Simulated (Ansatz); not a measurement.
An input for Ansatz 0.2.0 (TiO2 (Rutile)):

```yaml
crystal:
  lattice:
    - [4.5922, 0.0, 0.0]
    - [0.0, 4.5922, 0.0]
    - [0.0, 0.0, 2.9574]
  atoms:
    - { symbol: Ti, position: [0.0, 0.0, 0.0] }
    - { symbol: Ti, position: [0.5, 0.5, 0.5] }
    - { symbol: O, position: [0.30496, 0.30496, 0.0] }
    - { symbol: O, position: [0.19504, 0.80496, 0.5] }
    - { symbol: O, position: [0.69504, 0.69504, 0.0] }
    - { symbol: O, position: [0.80496, 0.19504, 0.5] }
kpoints:
  mp_grid: { grid: [4, 4, 6] }
hamiltonian:
  xc: pbe
  pseudopotentials: { kind: paw, source: ansatz }
scf:
  occupations: { method: fixed }
gw:
  n_empty_bands: 628
  ecut_chi: 270.0
  qp_bands: [v2, c2]
  qp_kpoints: band_edges
  screening: { model: contour_deformation }
```

```sh
ansatz run input.yaml --threads 4 --pin off --max-ram 138240MiB --backend cuda --events-out ev --progress --plain --runs-dir out --devices 1 --max-vram 26GiB
```

Question: How long will it take on 1 × NVIDIA H100 80GB HBM3 (shared by 3 runs) with 4 threads of AMD EPYC 7R13 (Zen 3), shared host, and how much memory?

It took 72 s; on shared hardware allow 36 s to 2.4 min. Peak host memory was 3.6 GiB. The sizes that set the cost: 4027 plane waves a state, 24 irreducible k points, 652 bands summed, 615 plane waves in the screening and 9 SCF cycles.

The screening grows as filled bands × empty bands × pairs of k points, times the square of the screening basis for the matrix.

[Paths, hosts, dates, memory and timing lines, banners, echoed tables and standing remarks are left out of the program output.]

[Logs are printed without paths, hosts, clocks, repeated set-up lines and the standing remarks that a program may print on its own settings, such as how far it seeks lower states.]

[Runs of the session that timed out or met a known fault of the program may be left out.]

[Cells called generated may have been cut or substituted from an entry of the Crystallography Open Database or the Materials Project.]

[Hosts, paths, dates, database ids (printed as entryN), source tags and the programs' standing remarks are cut or masked in the printed files.]
